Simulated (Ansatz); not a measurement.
# Phonons of Si2Ni (Fm-3m) against volume

Aim: how do the optical modes of Si2Ni (Fm-3m) move with volume?

Main program and level: Ansatz 0.2.0; DFT LDA, scalar-relativistic, plane waves, PAW; PAW set soft_1.

### 1. Set-up

It takes space group Fm-3m (No. 225, cubic). The conventional cell has a = 5.406 Å, b = 5.406 Å, c = 5.406 Å, α = 90.00°, β = 90.00°, γ = 90.00°. Si has 4 Ni at 2.34 Å nearest. Ni has 8 Si at 2.34 Å nearest. Farther neighbours are not listed.

### 2. Relaxation

Harmonic phonons are second derivatives at a point where the forces vanish, and they are wanted at zero stress, so atoms and cell are relaxed first.

input.yaml reads:

```yaml
crystal:
  lattice:
    - [0.0, 2.703, 2.703]
    - [2.703, 0.0, 2.703]
    - [2.703, 2.703, 0.0]
  atoms:
    - { symbol: Si, position: [0.25, 0.25, 0.25] }
    - { symbol: Si, position: [0.75, 0.75, 0.75] }
    - { symbol: Ni, position: [0.0, 0.0, 0.0] }
kpoints:
  mp_grid: { grid: [14, 14, 14] }
hamiltonian:
  xc: lda
  pseudopotentials: { kind: paw, azcp: { folder: soft_1 }, xc_functional: pbe }
scf:
  occupations: { method: gaussian, width: 0.1 }
output:
  forces: true
  stress: true
  eigenvalues: true
relax:
  adjacent_minimum: "off"
  f_tol: 0.005
  max_steps: 80
  cell: { stress_tol: 0.05 }
```

The run is started by

```console
$ ansatz run input.yaml --threads 4 --pin off --max-ram 10240MiB --backend cpu --events-out ev --progress --plain --runs-dir out
```

Numbers of over 12 decimals in the logs are rounded to 6 here.

What it wrote:

```text
Engine: ansatz 0.2.0, x86_64-unknown-linux-gnu
Pseudopotentials: kind: paw
Pseudopotential: Si, paw, valence charge 4, recommended cutoff 420 eV (normal), soft_1/Si.paw.azcp
Pseudopotential: Ni, paw, valence charge 18, recommended cutoff 420 eV (normal), soft_1/Ni.paw.azcp
Functional definition: SPW92
  exchange = slater_x
  correlation = pw_c
Crystal: 3 atoms, lattice volume = 39.497 Å³
Basis set: ecut = 420 eV, 749 PW (Γ)
Bands: 17, of which v1, the nominal top of the filled ones, is band 13 counted from 1 (12 counted from 0)
Symmetry: 48 space group operations
Space group: Fm-3m (ITA 225), of the structure as read, at distance tolerance 3.4e-5 Å
k-points: 104 of 2744
Non-local potential: Si, projectors of the file, l = 0: 2, l = 1: 2, l = 2: 1
Non-local potential: Ni, projectors of the file, l = 0: 3, l = 1: 2, l = 2: 3, l = 3: 1
PAW form: soft (Blöchl's): semilocal exchange-correlation on the pseudo side does not see the compensation charge
PAW frozen core: Si, regenerated for the run's functional, and the local potential with it (the file was generated under x = pbe(κ = 0.804, μ = 0.219515), c = pbe(β = 0.066725))
PAW frozen core: Ni, regenerated for the run's functional, and the local potential with it (the file was generated under x = pbe(κ = 0.804, μ = 0.219515), c = pbe(β = 0.066725))
PAW one-centre angular grid: Si, 110 points (default); XC on 64 Gauss nodes
PAW one-centre angular grid: Ni, 590 points (default); XC on 64 Gauss nodes
Initial density: superposition of atomic densities (chi_scale 0.1, normalization cell, long waves kept (reshape's long-wave potential 0.00 eV rms))
Initial wavefunctions: pseudopotential atomic-orbital guess
Functional: x = slater, c = lda
SCF iter   1: F=—  HF=-6993.032970 eV  |F-HF|=—  |Δ(HF+E_count)|=         —  Δρ=8.79e-2  dr2=4.13e0  ethr=3.10e-3  ⟨swp⟩=5.4  Hψ=9149  notcnv=0
preconditioner: auto → Kerker (q_TF=auto, 2.545 Å⁻¹)  [metal: Δε(μ)=0.083 eV  Ē_g=8.871 eV  σ=0.100 eV  W_gap=0.44  n_scr=14 (ndim 8)  ℏωp=25.1 eV  f_vac=0.000  D(μ)=0.61/eV (n_scr^D=0)]
SCF iter   2: F=—  HF=-6992.451359 eV  |F-HF|=—  |Δ(HF+E_count)|=   5.82e-1  Δρ=3.91e-2  dr2=1.12e0  ethr=3.10e-3  ⟨swp⟩=2.8  Hψ=3542  notcnv=0  defer=11
SCF iter   3: F=—  HF=-6992.120060 eV  |F-HF|=—  |Δ(HF+E_count)|=   3.31e-1  Δρ=2.42e-2  dr2=2.55e-1  ethr=3.10e-3  ⟨swp⟩=2.5  Hψ=3246  notcnv=0  defer=11
SCF iter   4: F=—  HF=-6992.079006 eV  |F-HF|=—  |Δ(HF+E_count)|=   4.11e-2  Δρ=1.10e-2  dr2=3.54e-2  ethr=9.80e-4  ⟨swp⟩=2.1  Hψ=2980  notcnv=0  defer=10
SCF iter   5: F=—  HF=-6992.077455 eV  |F-HF|=—  |Δ(HF+E_count)|=   1.55e-3  Δρ=6.49e-3  dr2=1.40e-2  ethr=1.36e-4  ⟨swp⟩=2.1  Hψ=2418  notcnv=0  defer=9
SCF iter   6: F=—  HF=-6992.076561 eV  |F-HF|=—  |Δ(HF+E_count)|=   8.95e-4  Δρ=3.33e-3  dr2=3.95e-3  ethr=5.39e-5  ⟨swp⟩=1.0  Hψ=1759  notcnv=0  defer=9
SCF iter   7: F=—  HF=-6992.076037 eV  |F-HF|=—  |Δ(HF+E_count)|=   5.24e-4  Δρ=7.66e-4  dr2=1.99e-4  ethr=1.52e-5  ⟨swp⟩=1.0  Hψ=1763  notcnv=0  defer=9
SCF iter   8: F=—  HF=-6992.076018 eV  |F-HF|=—  |Δ(HF+E_count)|=   1.91e-5  Δρ=7.18e-5  dr2=2.03e-6  ethr=7.65e-7  ⟨swp⟩=1.3  Hψ=1933  notcnv=0  defer=9
SCF iter   9: F=—  HF=-6992.076032 eV  |F-HF|=—  |Δ(HF+E_count)|=   1.39e-5  Δρ=5.15e-6  dr2=8.44e-9  ethr=3.85e-10  ⟨swp⟩=4.3  Hψ=8386  notcnv=0
SCF iter  10: F=-6992.076032 eV  HF=-6992.076032 eV  |F-HF|=5.46e-11  |Δ(HF+E_count)|=   1.97e-9  Δρ=8.91e-7  dr2=1.93e-10  ethr=3.25e-11  ⟨swp⟩=2.0  Hψ=4885  notcnv=0
SCF 1 converged in 10 iterations: F = -6992.076032 eV  dr2 = 1.93e-10
  greatest PAW one-centre occupation: 1.001 electrons in one spin orbital (limit 2), on the Ni atom at site 2 (counted from 0), in its partial waves of l = 1
relax step   1: F+E_penalty+E_count = -6992.07603217 eV  Δ(F+E_penalty+E_count) = +0.000e0 eV  max|allowed force component| = 2.159e-17 eV/Å  Δτ_max = 0.0000 Å  P = -4.747 GPa  Ω = 39.497 Å³  (10 SCF iters, dr2 threshold 1.00e-7 eV, accepted)
Crystal: 3 atoms, lattice volume = 38.842 Å³
Initial density: handed on by an earlier stage of this run
Initial wavefunctions: those handed on with the density
iter 1 solved again at ethr=1.14e-5 eV; its pass at ethr=3.10e-3 eV (dr2=2.96e-3 eV) is discarded
SCF iter   1: F=—  HF=-6992.091025 eV  |F-HF|=—  |Δ(HF+E_count)|=         —  Δρ=3.36e-3  dr2=2.68e-3  ethr=1.14e-5  ⟨swp⟩=1.0  Hψ=10323  notcnv=0
preconditioner: auto → Kerker (q_TF=auto, 2.552 Å⁻¹)  [metal: Δε(μ)=0.070 eV  Ē_g=8.348 eV  σ=0.100 eV  W_gap=0.36  n_scr=14 (ndim 8)  ℏωp=25.3 eV  f_vac=0.000  D(μ)=0.89/eV (n_scr^D=8)]
SCF iter   2: F=—  HF=-6992.090640 eV  |F-HF|=—  |Δ(HF+E_count)|=   3.85e-4  Δρ=8.78e-4  dr2=3.05e-4  ethr=1.03e-5  ⟨swp⟩=1.7  Hψ=2124  notcnv=0
SCF iter   3: F=—  HF=-6992.090560 eV  |F-HF|=—  |Δ(HF+E_count)|=   7.96e-5  Δρ=4.20e-4  dr2=9.93e-5  ethr=1.17e-6  ⟨swp⟩=1.0  Hψ=1768  notcnv=0
SCF iter   4: F=—  HF=-6992.090537 eV  |F-HF|=—  |Δ(HF+E_count)|=   2.38e-5  Δρ=2.87e-4  dr2=3.18e-5  ethr=3.82e-7  ⟨swp⟩=2.5  Hψ=2810  notcnv=0
SCF iter   5: F=—  HF=-6992.090533 eV  |F-HF|=—  |Δ(HF+E_count)|=   3.41e-6  Δρ=5.87e-5  dr2=9.27e-7  ethr=1.22e-7  ⟨swp⟩=2.0  Hψ=2278  notcnv=0
SCF iter   6: F=-6992.090533 eV  HF=-6992.090533 eV  |F-HF|=1.17e-8  |Δ(HF+E_count)|=   5.76e-8  Δρ=1.15e-5  dr2=6.39e-8  ethr=1.15e-9  ⟨swp⟩=4.7  Hψ=7259  notcnv=0
SCF 2 converged in 6 iterations: F = -6992.090533 eV  dr2 = 6.39e-8
relax step   2: F+E_penalty+E_count = -6992.09053321 eV  Δ(F+E_penalty+E_count) = -1.450e-2 eV  max|allowed force component| = 9.406e-17 eV/Å  Δτ_max = 0.0000 Å  P = -2.226 GPa  Ω = 38.842 Å³  energy of the carried Pulay correction = +1.609e-4 eV  (6 SCF iters, dr2 threshold 3.00e-7 eV, accepted)
Crystal: 3 atoms, lattice volume = 38.281 Å³
Basis set: ecut = 420 eV, 725 PW (Γ)
iter 1 solved again at ethr=9.17e-6 eV; its pass at ethr=3.10e-3 eV (dr2=2.38e-3 eV) is discarded
SCF iter   1: F=—  HF=-6992.094805 eV  |F-HF|=—  |Δ(HF+E_count)|=         —  Δρ=3.05e-3  dr2=2.19e-3  ethr=9.17e-6  ⟨swp⟩=1.3  Hψ=10195  notcnv=0
preconditioner: auto → Kerker (q_TF=auto, 2.558 Å⁻¹)  [metal: Δε(μ)=0.072 eV  Ē_g=8.457 eV  σ=0.100 eV  W_gap=0.38  n_scr=14 (ndim 8)  ℏωp=25.5 eV  f_vac=0.000  D(μ)=0.90/eV (n_scr^D=8)]
SCF iter   2: F=—  HF=-6992.094499 eV  |F-HF|=—  |Δ(HF+E_count)|=   3.06e-4  Δρ=7.85e-4  dr2=2.37e-4  ethr=8.43e-6  ⟨swp⟩=1.7  Hψ=2122  notcnv=0
SCF iter   3: F=—  HF=-6992.094431 eV  |F-HF|=—  |Δ(HF+E_count)|=   6.74e-5  Δρ=3.67e-4  dr2=7.37e-5  ethr=9.12e-7  ⟨swp⟩=1.0  Hψ=1768  notcnv=0
SCF iter   4: F=—  HF=-6992.094415 eV  |F-HF|=—  |Δ(HF+E_count)|=   1.68e-5  Δρ=2.57e-4  dr2=2.52e-5  ethr=2.84e-7  ⟨swp⟩=2.6  Hψ=2899  notcnv=0
SCF iter   5: F=—  HF=-6992.094412 eV  |F-HF|=—  |Δ(HF+E_count)|=   2.78e-6  Δρ=5.32e-5  dr2=7.26e-7  ethr=9.69e-8  ⟨swp⟩=2.0  Hψ=2310  notcnv=0
SCF iter   6: F=-6992.094412 eV  HF=-6992.094412 eV  |F-HF|=7.62e-9  |Δ(HF+E_count)|=   5.17e-8  Δρ=1.03e-5  dr2=4.87e-8  ethr=1.15e-9  ⟨swp⟩=4.5  Hψ=6859  notcnv=0
SCF 3 converged in 6 iterations: F = -6992.094412 eV  dr2 = 4.87e-8
relax step   3: F+E_penalty+E_count = -6992.09441183 eV  Δ(F+E_penalty+E_count) = -3.879e-3 eV  max|allowed force component| = 3.084e-17 eV/Å  Δτ_max = 0.0000 Å  P = +0.122 GPa  Ω = 38.281 Å³  energy of the carried Pulay correction = +3.008e-4 eV  (6 SCF iters, dr2 threshold 3.00e-7 eV, accepted)
[...]
relax step   4: F+E_penalty+E_count = -6992.09441545 eV  Δ(F+E_penalty+E_count) = -3.621e-6 eV  max|allowed force component| = 6.168e-17 eV/Å  Δτ_max = 0.0000 Å  P = +0.000 GPa  Ω = 38.309 Å³  energy of the carried Pulay correction = +2.938e-4 eV  (6 SCF iters, dr2 threshold 3.71e-8 eV, accepted)
Initial wavefunctions: pseudopotential atomic-orbital guess (no wavefunctions were taken with the density)
iter 1 solved again at ethr=6.09e-7 eV; its pass at ethr=3.10e-3 eV (dr2=1.58e-4 eV) is discarded
SCF iter   1: F=—  HF=-6992.094143 eV  |F-HF|=—  |Δ(HF+E_count)|=         —  Δρ=3.36e-5  dr2=1.03e-7  ethr=6.09e-7  ⟨swp⟩=2.9  Hψ=13875  notcnv=0
eigensolver tolerance schedule: the retry pair's looser diagonalisation over-reported the residual by 1530.99 of it (diagonalisation noise at 0.43 of the residual, at the tolerance the schedule requests for it); recorded, not acted on — ethr = c·dr2/N_el stays at c = 1.0e-1
preconditioner: auto → Kerker (q_TF=auto, 2.558 Å⁻¹)  [metal: Δε(μ)=0.058 eV  Ē_g=8.453 eV  σ=0.100 eV  W_gap=0.30  n_scr=14 (ndim 8)  ℏωp=25.5 eV  f_vac=0.000  D(μ)=0.89/eV (n_scr^D=8)]
SCF iter   2: F=—  HF=-6992.094144 eV  |F-HF|=—  |Δ(HF+E_count)|=   1.34e-6  Δρ=2.09e-5  dr2=5.05e-8  ethr=3.97e-10  ⟨swp⟩=2.1  Hψ=2797  notcnv=0
SCF iter   3: F=—  HF=-6992.094144 eV  |F-HF|=—  |Δ(HF+E_count)|=   4.59e-9  Δρ=3.34e-6  dr2=1.57e-9  ethr=1.94e-10  ⟨swp⟩=1.0  Hψ=1768  notcnv=0
SCF iter   4: F=—  HF=-6992.094144 eV  |F-HF|=—  |Δ(HF+E_count)|=   1.19e-9  Δρ=4.88e-7  dr2=7.42e-11  ethr=6.03e-12  ⟨swp⟩=2.2  Hψ=2628  notcnv=0
SCF iter   5: F=—  HF=-6992.094144 eV  |F-HF|=—  |Δ(HF+E_count)|=  3.46e-11  Δρ=4.78e-7  dr2=8.12e-11  ethr=1.00e-12  ⟨swp⟩=1.9  Hψ=2978  notcnv=0
SCF iter   6: F=-6992.094144 eV  HF=-6992.094144 eV  |F-HF|=2.73e-12  |Δ(HF+E_count)|=  5.46e-12  Δρ=7.13e-8  dr2=1.29e-12  ethr=1.00e-12  ⟨swp⟩=4.4  Hψ=7672  notcnv=0
SCF 5 converged in 6 iterations: F = -6992.094144 eV  dr2 = 1.29e-12
relax step   5: F+E_penalty+E_count = -6992.09414443 eV  Δ(F+E_penalty+E_count) = +2.710e-4 eV  max|allowed force component| = 4.009e-17 eV/Å  Δτ_max = 0.0000 Å  P = -0.004 GPa  Ω = 38.309 Å³  stress off target by 3.66e-3 GPa  SCF on the basis re-selected at this cell (its energy is not comparable with the rows above)  (6 SCF iters)
basis re-selected at this cell: Δ(F+E_penalty+E_count) = +2.710e-4 eV, ΔP = -0.004 GPa vs the last step (what re-selecting the basis moved, of the pressure what is left beyond the Pulay correction that the steps carried, after the strain that the cell walked since its last selection, with what the two solves' SCF thresholds leave and, on support functions, any second-order correction that the steps lacked; it is no m [...]
SCF converged after 6 iterations
Free energy (F): -6992.094144 eV
Harris-Foulkes:  -6992.094144 eV  (|F-HF|=2.73e-12)
Internal energy: -6992.089691 eV  (E = F + TS)
E sigma→0 (E₀):  -6992.091918 eV
Entropy (-TS):   -0.004454 eV (-1.485 meV/atom)
Fermi energy:    13.533551 eV
--- Per-component energies (eV) ---
  E_band       = -339.168899
  E_kinetic    = 432.351015
  E_local      = -4174.509346  (includes V_loc(G=0)·N_el)
  E_nonlocal   = -69.915741
  E_hartree    = 2159.957156
  E_xc         = -229.520066
  E_vxc        = -248.701445  (∫ρ·V_xc dr)
  E_paw        = -2557.333397  (= ΣΔE_a)
  E_vpaw       = -598.308507  (= ΣTr[D̂ρ^β])
  E_aug_tail   = 0.000874  (compensation charges beyond the density's cutoff)
  E_ewald      = -2553.722968
  E_core_change = 0.602783  (= ΣΔE_core)
  E_smearing   = -0.004454  (= −TS)
  E_closure    = 0.000000  (closes the sum)
  Σ components = -6992.094144   (vs F -6992.094144, Δ=0.00e0)
--- Forces (eV/Å), atoms counted from 1 ---
  atom   1  Si    -0.00000000     0.00000000    -0.00000000
  atom   2  Si     0.00000000    -0.00000000    -0.00000000
  atom   3  Ni     0.00000000    -0.00000000     0.00000000
  max |Σ_I F_I| component: 4.63e-17 eV/Å
--- Stress (GPa, compression-positive) ---
       -0.003664      -0.000000      -0.000000
       -0.000000      -0.003664      -0.000000
       -0.000000      -0.000000      -0.003664
  P = ⅓ Tr σ = -0.0037 GPa (-0.037 kbar)
--- Band table (eV; the first three rows and the last of 104) ---
  k-point 0: bands = [... 9 lower, 9.7869, 13.3188, 15.2473, 15.2473, 15.2473, 15.6916, 15.6916, 15.6916]
  k-point 1: bands = [... 9 lower, 9.7717, 13.1899, 14.3320, 14.7809, 14.7809, 16.1743, 16.1743, 16.8035]
  k-point 2: bands = [... 9 lower, 9.7359, 12.3471, 14.1755, 14.1844, 14.1844, 16.5154, 16.5154, 17.5904]
  k-point 103: bands = [... 9 lower, 9.6091, 9.6741, 10.1404, 10.9139, 15.0848, 16.5099, 17.4860, 19.4161]
--- Relaxed structure (4 steps of the walk, 4 accepted, 1 SCFs on fresh bases) ---
  F+E_penalty+E_count = -6992.09414443 eV   max|allowed force component| = 4.009e-17 eV/Å   (the final SCF, on the basis selected at the relaxed cell)
  cell:  # Å, volume = 38.3089 Å³
    - [0, 2.675613, 2.675613]
    - [2.675613, 0, 2.675613]
    - [2.675613, 2.675613, 0]
  atoms:
    - { symbol: Si, position: [0.250000, 0.250000, 0.250000] }
    - { symbol: Si, position: [0.75, 0.75, 0.75] }
    - { symbol: Ni, position: [0, 0, 0] }
```

Run time: 2.3 s. Hardware: 4 threads of AMD EPYC 9B45 (Zen 5), shared host; peak memory 0.46 GiB; 7.7 s of CPU time.

This run has no spin polarisation, although Ni can carry a moment.

Relaxation path:

```csv
step,energy less that of the first step (eV),largest force component (eV/Å),pressure (GPa),volume (Å³)
1,0.0000,0.0000,-4.75,39.50
2,-0.0145,0.0000,-2.23,38.84
3,-0.0184,0.0000,0.12,38.28
4,-0.0184,0.0000,0.00,38.31
5*,-0.0181,0.0000,0.00,38.31
```

Relaxation steps marked * repeat the geometry before them on a plane-wave basis chosen anew for their cell, so energy and pressure can jump there.

Forces are held to the 48 operations that the run works with; a distortion that breaks them can't arise in this run.

```csv
"conventional cell, symmetrised",before,after,change
a (Å),5.406,5.351,-1.0 %
b (Å),5.406,5.351,-1.0 %
c (Å),5.406,5.351,-1.0 %
volume (Å³/atom),13.17,12.77,-3.0 %
```

The relaxed structure:

```xyz
3
Lattice="0.0000 2.6756 2.6756 2.6756 0.0000 2.6756 2.6756 2.6756 0.0000" Properties=species:S:1:pos:R:3 pbc="T T T"
Si    1.3378    1.3378    1.3378
Si    4.0134    4.0134    4.0134
Ni    0.0000    0.0000    0.0000
```

Numbers from this step:

- pressure: -0.003664 GPa
- volume per atom: 12.77 Å³
- gap on the k-mesh: 0 eV

In this step the volume went from 13.17 to 12.77 Å³/atom.

### 3. Tight relaxation

Phonons need small forces and stress, so the relaxation is finished with tight tolerances on 16×16×16 k points.

input.yaml, the sections that differ from step 2:

```yaml
crystal:
  lattice:
    - [0.0, 2.6756134227, 2.6756134227]
    - [2.6756134227, 0.0, 2.6756134227]
    - [2.6756134227, 2.6756134227, 0.0]
  atoms:
    - { symbol: Si, position: [0.25, 0.25, 0.25] }
    - { symbol: Si, position: [0.75, 0.75, 0.75] }
    - { symbol: Ni, position: [0.0, 0.0, 0.0] }
kpoints:
  mp_grid: { grid: [16, 16, 16] }
scf:
  occupations: { method: methfessel_paxton, width: 0.2 }
relax:
  adjacent_minimum: "off"
  f_tol: 0.001
  max_steps: 60
  cell: { stress_tol: 0.01 }
# hamiltonian, output: as in step 2
```

What it wrote:

```text
[...]
Crystal: 3 atoms, lattice volume = 38.309 Å³
Basis set: ecut = 420 eV, 725 PW (Γ)
Bands: 17, of which v1, the nominal top of the filled ones, is band 13 counted from 1 (12 counted from 0)
Symmetry: 48 space group operations
[...]
k-points: 145 of 4096
[...]
k-point 144: bands = [... 9 lower, 9.5679, 9.6762, 10.1443, 10.9415, 15.7793, 15.7793, 18.0915, 18.7703]
--- Relaxed structure (3 steps of the walk, 3 accepted, 1 SCFs on fresh bases) ---
[...]
cell:  # Å, volume = 38.2742 Å³
    - [0, 2.674804, 2.674804]
    - [2.674804, 0, 2.674804]
    - [2.674804, 2.674804, 0]
  atoms:
    - { symbol: Si, position: [0.250000, 0.250000, 0.250000] }
    - { symbol: Si, position: [0.75, 0.75, 0.75] }
    - { symbol: Ni, position: [0, 0, 0] }
[key lines of the parts left out:]
SCF converged after 7 iterations
Free energy (F): -6992.092375 eV
Fermi energy:    13.500761 eV
P = ⅓ Tr σ = -0.0006 GPa (-0.006 kbar)
```

The job ended after 2.2 s (4 threads; peak memory 0.47 GiB).

Little changed from the start: no atom moved by 0.005 Å and no cell edge by 0.1 %.

Numbers from this step:

- pressure: -5.77e-4 GPa
- volume per atom: 12.76 Å³

The forces vanish by symmetry and the pressure is -0.001 GPa, within the tolerances set. The cell now holds 12.76 Å³/atom.

### 4. Modes at rest

The force constants come from the linear response of the density to a displacement.

The modes at rest are the reference of the series.

input.yaml, the sections that differ from step 3:

```yaml
crystal:
  lattice:
    - [0.0, 2.6748040338, 2.6748040338]
    - [2.6748040338, 0.0, 2.6748040338]
    - [2.6748040338, 2.6748040338, 0.0]
  atoms:
    - { symbol: Si, position: [0.25, 0.25, 0.25] }
    - { symbol: Si, position: [0.75, 0.75, 0.75] }
    - { symbol: Ni, position: [0.0, 0.0, 0.0] }
output:
  eigenvalues: true
phonons:
  method: dfpt
# kpoints, hamiltonian, scf: as in step 3
# relax: removed
```

What it wrote:

```text
zone centre: on kpoints.mp_grid the ground state, and the responses unless they are solved on pairs of k-points, stand on 349 of the mesh's 4096 k-points, reduced under 8 symmetry operations, with k and −k counted as one. Each operation leaves every solved displacement unchanged or reverses it
[...]
Crystal: 3 atoms, lattice volume = 38.274 Å³
Basis set: ecut = 420 eV, 725 PW (Γ), exchange–correlation on 54×54×54 points (8 copies of the dense FFT grid, shifted against one another)
Bands: 17, of which v1, the nominal top of the filled ones, is band 13 counted from 1 (12 counted from 0)
Symmetry: 48 space group operations
k-points: 349 of 4096 (irreducible under 8 space group operations, time reversal used)
[...]
SCF iter   1: F=—  HF=-6993.019224 eV  |F-HF|=—  |Δ(HF+E_count)|=         —  Δρ=8.40e-2  dr2=3.76e0  ethr=3.10e-3  ⟨swp⟩=5.2  Hψ=30027  notcnv=0
[...]
SCF iter  12: F=-6992.092375 eV  HF=-6992.092375 eV  |F-HF|=0.00e0  |Δ(HF+E_count)|=  9.09e-13  S|Δr|=    0.00e0  Δρ=1.46e-8  dr2=7.63e-14  ethr=1.00e-12  ⟨swp⟩=5.2  Hψ=23456  notcnv=0
SCF 1 converged in 12 iterations: F = -6992.092375 eV  dr2 = 7.63e-14
[...]
DFPT response loops at Γ: preconditioner auto → Kerker (q_TF=auto, 2.558 Å⁻¹) (partly filled bands, converged f_vac=0.000); β = 1.00, the filter's whole step (`scf.mixing.beta` (0.50) is not read by the response loops under this deck's `scf.mixing.preconditioner`; to damp them name `kerker` or `kerker_dos`, under which they read `scf.mixing.beta`, and type it under 1.00, their step now; both keys bind the ground state too); Broyden in place of MSR1
SCF converged after 12 iterations
[...]
Free energy (F): -6992.092375 eV
[...]
Internal energy: -6992.092255 eV  (E = F + TS)
E sigma→0 (E₀):  -6992.092345 eV
Entropy (-TS):   -0.000120 eV (-0.040 meV/atom)
Fermi energy:    13.500761 eV
[...]
--- Band table (eV; the first three rows and the last of 349) ---
  k-point 0: bands = [... 9 lower, 9.7897, 13.3429, 15.2598, 15.2598, 15.2598, 15.7065, 15.7065, 15.7065]
  k-point 1: bands = [... 9 lower, 9.7780, 13.2560, 14.4441, 14.8681, 14.8681, 16.1140, 16.1140, 16.6617]
  k-point 2: bands = [... 9 lower, 9.7485, 12.6212, 14.1590, 14.3454, 14.3454, 16.5183, 16.5183, 17.5995]
  k-point 348: bands = [... 9 lower, 9.5679, 9.6762, 10.1443, 10.9415, 15.7793, 15.7793, 18.0915, 18.7703]
--- Phonons (Γ-DFPT): 2 representative perturbations + reference, on 349 of 4096 k-points (Σ response iterations 6) ---
  k mesh reduced under 8 symmetry operations, with k and −k counted as one. Each operation leaves every solved displacement unchanged or reverses it
  ASR residual: 6.911e-6 → 0.000e0 eV/Å²; symmetrization residual: 1.353e-6 eV/Å²
  ASR residual per site (eV/Å²): 6.91e-6 6.91e-6 1.28e-6
  Γ frequencies (cm⁻¹): 0.00 0.00 0.00 314.60 314.60 314.60 334.30 334.30 334.30
  non-analytic LO–TO correction: not included (Born effective charges unavailable; polar crystals: no LO–TO splitting at Γ)
```

Wall time 7.2 s (4 threads); peak memory 0.98 GiB; 26 s of CPU time.

The column dr2 measures how far the density is from self-consistency, as an energy; F and HF (Harris–Foulkes) agree once it is small.

This step gave:

| Quantity | Value |
| --- | --- |
| sum-rule residual before enforcement | 6.91e-6 eV/Å² |
| point group | m-3m |
| highest optical mode at the zone centre (no LO-TO term) | 334.3 cm⁻¹ |
| lowest optical zone-centre mode | 314.6 cm⁻¹ |

Patterns of degenerate modes are one choice out of their space. Modes at Γ, with each element's share of the kinetic energy:

```csv
mode,frequency (cm⁻¹),symmetry,Si %,Ni %
1,0.0,acoustic,49,51
2,0.0,acoustic,49,51
3,0.0,acoustic,49,51
4,314.6,T1u,51,49
5,314.6,T1u,51,49
6,314.6,T1u,51,49
7,334.3,T2g,100,0
8,334.3,T2g,100,0
9,334.3,T2g,100,0
```

Displacements in mode 4 (314.6 cm⁻¹), the largest set to 1:
```
Si1  0.70 -0.56 -1.00
Si2  0.70 -0.56 -1.00
Ni3 -0.67  0.54  0.96
```

Displacements in mode 9 (334.3 cm⁻¹), the largest set to 1:
```
Si1  0.01  1.00  1.00
Si2 -0.01 -1.00 -1.00
Ni3  0.00  0.00  0.00
```

Before it was imposed, the acoustic sum rule was missed by 6.9e-6 eV/Å². Small misses are needed for a sound result but don't prove that mesh and cutoff are converged. The lowest optical mode is real, 315 cm⁻¹.

(Continued in part 2 of 2.)

[Logs are printed without paths, hosts, clocks, repeated set-up lines and the standing remarks that a program may print on its own settings, such as how far it seeks lower states.]

[Hosts, paths, dates, database ids (printed as entryN), source tags and the programs' standing remarks are cut or masked in the printed files.]
